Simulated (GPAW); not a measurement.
# Work function of 1T-SiSSe monolayer at several levels, part 2 of 2

How far do functional and basis move the work function of 1T-SiSSe monolayer? Where a layer proves gapped, the work function hangs on where the smearing puts the Fermi level, and the band edges take its place.

GPAW 26.7.0; GPAW, PAW setups; layer in a repeated cell with vacuum, relaxation of atoms and in-plane cell (the session's first sound run).

So far, upper work function (eV): step 3 (the slab's potential, PBE, GPAW) 5.63; step 5 (RPBE) 5.52; step 6 (LDA) 5.89; step 7 (revPBE) 5.52; step 8 (GPAW, PAW setups) 6.00.

### Step 9. Real-space grid: mode = "fd"

Level of this step: GPAW, PAW setups; slab in vacuum (GPAW).

A real-space grid is a second complete basis, so it checks the plane-wave result.

Contents of run.py:

```python
import json
import numpy as np
from ase import Atoms
from gpaw import GPAW

slab = Atoms(
    ['Se', 'Si', 'S'],
    positions=[
        [1.70481, 0.98427, 8.00000],
        [-0.00000, 0.00000, 9.45658],
        [-0.00000, 1.96854, 10.76174]],
    cell=[[3.40961, -0.0, 0.0], [-1.70481, 2.95282, 0.0], [0.0, 0.0, 18.7617]],
    pbc=[True, True, False])

slab.calc = GPAW(mode='fd', h=0.18, xc='PBE', kpts={'size': (9, 9, 1), 'gamma': True},
                 occupations={'name': 'fermi-dirac', 'width': 0.05}, nbands='200%',
                 convergence={'density': 1e-05}, maxiter=200,
                 poissonsolver={'dipolelayer': 'xy'},
                 symmetry={'tolerance': 1e-3}, txt='slab.txt')
result = {}
energy = slab.get_potential_energy()
fermi = slab.calc.get_fermi_level()
v = slab.calc.get_electrostatic_potential().mean((0, 1)) - fermi
n = slab.calc.get_pseudo_density().mean((0, 1))
L = slab.cell[2, 2]
z = np.arange(len(v)) * L / len(v)
low, high = slab.positions[:, 2].min(), slab.positions[:, 2].max()
below, above = np.interp([low - 5.8, high + 5.8], z, v)
slopes = [np.interp(x, z, np.gradient(v, z)) for x in (low - 5.8, high + 5.8)]
eps = np.array([[slab.calc.get_eigenvalues(k, s) for k in range(len(slab.calc.get_ibz_k_points()))]
                for s in range(slab.calc.get_number_of_spins())]) - fermi
top, bottom = eps[eps < 0].max(), eps[eps > 0].min()
dipole = slab.get_dipole_moment()[2]
print(f'energy {energy:.4f} eV, Fermi level {fermi:.4f} eV, dipole {dipole:.5f} e A')
print(f'potential 5.8 A off the faces, from the Fermi level: lower {below:.4f} eV, upper {above:.4f} eV')
print(f'slope of the potential there: lower {slopes[0]:.5f}, upper {slopes[1]:.5f} eV/A')
print(f'nearest levels on the mesh: {top:.4f} and {bottom:.4f} eV')
print('magnetic moment', round(slab.get_magnetic_moment(), 3))
result.update(energy=energy, fermi=fermi, dipole=dipole, below=below, above=above, slopes=slopes, edges=[top, bottom],
              z=z.tolist(), v=v.tolist(), n=n.tolist(), positions=slab.positions.tolist(),
              forces=slab.get_forces(apply_constraint=False).tolist(), moments=slab.get_magnetic_moments().tolist())
json.dump(result, open('result.json', 'w'))
```

On the command line:

```bash
> OMP_NUM_THREADS=1 OPENBLAS_NUM_THREADS=1 python run.py
```

The program printed:

```text
energy -14.1296 eV, Fermi level -5.4615 eV, dipole -0.01876 e A
potential 5.8 A off the faces, from the Fermi level: lower 5.2928 eV, upper 5.6301 eV
slope of the potential there: lower -0.00000, upper 0.00000 eV/A
nearest levels on the mesh: -0.3870 and 0.3790 eV
magnetic moment 0.0
```

Wall time 33 s (1 thread of Arm Neoverse V2, shared host); peak memory 0.29 GiB.

Numbers from this step:

```
dipole along the normal                    : -0.01876 e·Å
levels nearest the Fermi level on the mesh : -0.3870, 0.3790 eV from the Fermi level
upper work function                        : 5.630 eV
lower work function                        : 5.293 eV
upper ionisation energy                    : 6.017 eV
```

Table of electrostatic potential energy of an electron (without an applied field's), less the Fermi level, planar mean by z:

```tsv
z (Å)	electrostatic potential energy of an electron (without an applied field's), less the Fermi level, planar mean (eV)
0.0	5.46
0.5	5.29
1.0	5.29
1.5	5.29
2.0	5.29
2.5	5.29
3.0	5.29
3.5	5.29
4.0	5.29
4.5	5.29
5.0	5.29
5.5	5.26
6.0	5.16
6.5	4.71
7.0	2.66
7.5	-5.49
8.0	-18.9
8.5	-8.12
9.0	-7.34
9.5	-12.7
10.0	-7.06
10.5	-12.4
11.0	-11.3
11.5	1.09
12.0	4.67
12.5	5.43
13.0	5.59
13.5	5.62
14.0	5.63
14.5	5.63
15.0	5.63
15.5	5.63
16.0	5.63
16.5	5.63
17.0	5.63
17.5	5.63
18.0	5.63
18.5	5.63
```

The highest filled level lies 0.387 eV under the Fermi level, so the ionisation energy from the upper face is 5.630 + 0.387 = 6.017 eV, against 6.018 eV in the base run.

### Step 10. Atomic orbitals: mode = "lcao"

Atom-centred orbitals end a few angstrom from the surface, which tests how much the density's tail matters.

Edit run.py of step 9 so:

```diff
@@ -14,4 +14,4 @@
 
-slab.calc = GPAW(mode='fd', h=0.18, xc='PBE', kpts={'size': (9, 9, 1), 'gamma': True},
-                 occupations={'name': 'fermi-dirac', 'width': 0.05}, nbands='200%',
+slab.calc = GPAW(mode='lcao', basis='dzp', h=0.18, xc='PBE', kpts={'size': (9, 9, 1), 'gamma': True},
+                 occupations={'name': 'fermi-dirac', 'width': 0.05}, nbands='120%',
                  convergence={'density': 1e-05}, maxiter=200,
```

The program printed:

```text
energy -13.5655 eV, Fermi level -5.2334 eV, dipole -0.02037 e A
potential 5.8 A off the faces, from the Fermi level: lower 5.0504 eV, upper 5.4165 eV
slope of the potential there: lower 0.00000, upper 0.00000 eV/A
nearest levels on the mesh: -0.4292 and 0.4227 eV
magnetic moment 0.0
```

Elapsed: 19 s, on 1 thread; peak memory 0.22 GiB.

This step gave:

```yaml
dipole_along_the_normal: -0.02037 e·Å
levels_nearest_the_fermi_level_on_the_mesh: -0.4292, 0.4227 eV from the Fermi level
upper_work_function: 5.417 eV
lower_work_function: 5.050 eV
upper_ionisation_energy: 5.846 eV
```

The highest filled level lies 0.429 eV under the Fermi level, so the ionisation energy from the upper face is 5.417 + 0.429 = 5.846 eV, against 6.018 eV in the base run.

### Step 11. All levels side by side

Times are for 1 thread of Arm Neoverse V2, shared host. The runs compared:

```tsv
no.	run	upper ionisation energy (eV)	time	memory (GiB)
1	pw	6.018	10 s	0.17
2	optPBE vdW	6.258	17 s	0.29
3	RPBE	5.940	10 s	0.17
4	LDA	6.228	9.8 s	0.17
5	revPBE	5.934	10 s	0.17
6	vdW DF2	6.420	17 s	0.29
7	fd	6.017	33 s	0.29
8	lcao	5.846	19 s	0.22
```

### Step 12. Side by side

Results and costs are gathered.

This step: comparison of work functions, dipole and cost (GPAW 26.7.0).

Ladder, by row:

```tsv
step	code	work function, upper (eV)	work function, lower (eV)	dipole (e Å)	wall time (s)	peak memory (GiB)	threads
pw	GPAW	5.631	5.293	-0.01873	10.04	0.17	1
optPBE-vdW	GPAW	5.836	5.486	-0.01944	16.52	0.29	1
RPBE	GPAW	5.517	5.167	-0.01939	10.1	0.17	1
LDA	GPAW	5.894	5.595	-0.01655	9.81	0.17	1
revPBE	GPAW	5.519	5.174	-0.0191	10.15	0.17	1
vdW-DF2	GPAW	6.001	5.617	-0.02129	16.76	0.29	1
fd	GPAW	5.63	5.293	-0.01876	33.19	0.29	1
lcao	GPAW	5.417	5.05	-0.02037	19.14	0.22	1
```

### Step 13. Summary of results

- work function, upper and lower face (Fermi level placed in the gap by the smearing): 5.631 and 5.293 eV
- ionisation energy from the upper face (highest filled level on the mesh): 6.02 eV
- electron affinity from the upper face (lowest empty Kohn-Sham level on the mesh): 5.25 eV
- dipole along the normal: -0.0187 e Å

In words: With plane waves and PBE the ionisation energy from the upper face is 6.02 eV and the Kohn-Sham electron affinity 5.25 eV. The two faces differ by 0.34 eV, the step that the slab's dipole makes (e p/(ε0 A) gives 0.34 eV), so the dipole layer is needed. The levels nearest the Fermi level on the mesh lie 0.766 eV apart, so the slab is gapped there: the smearing puts the Fermi level inside the gap, and from either face the ionisation energy is the work function plus 0.39 eV. Both are Kohn-Sham levels on the mesh, and semilocal gaps are too small, so the affinity tends to come out too large and the ionisation energy too small. Work functions of a gapped slab move with the place of the Fermi level in the gap; over the runs without a planted fault the highest filled level on the mesh lies 5.85 (lcao) to 6.42 eV (vdW-DF2) under the upper vacuum level. The relaxation of atoms and cell ran in a fully periodic cell without the dipole layer, so the atoms of this polar layer felt a small spurious field. The layer's cell and atoms come from the relaxation; spin-orbit coupling and temperature are left out.

[Logs are printed without paths, hosts, clocks, repeated set-up lines and the standing remarks that a program may print on its own settings, such as how far it seeks lower states.]

[Hosts, paths, dates, database ids (printed as entryN), source tags and the programs' standing remarks are cut or masked in the printed files.]
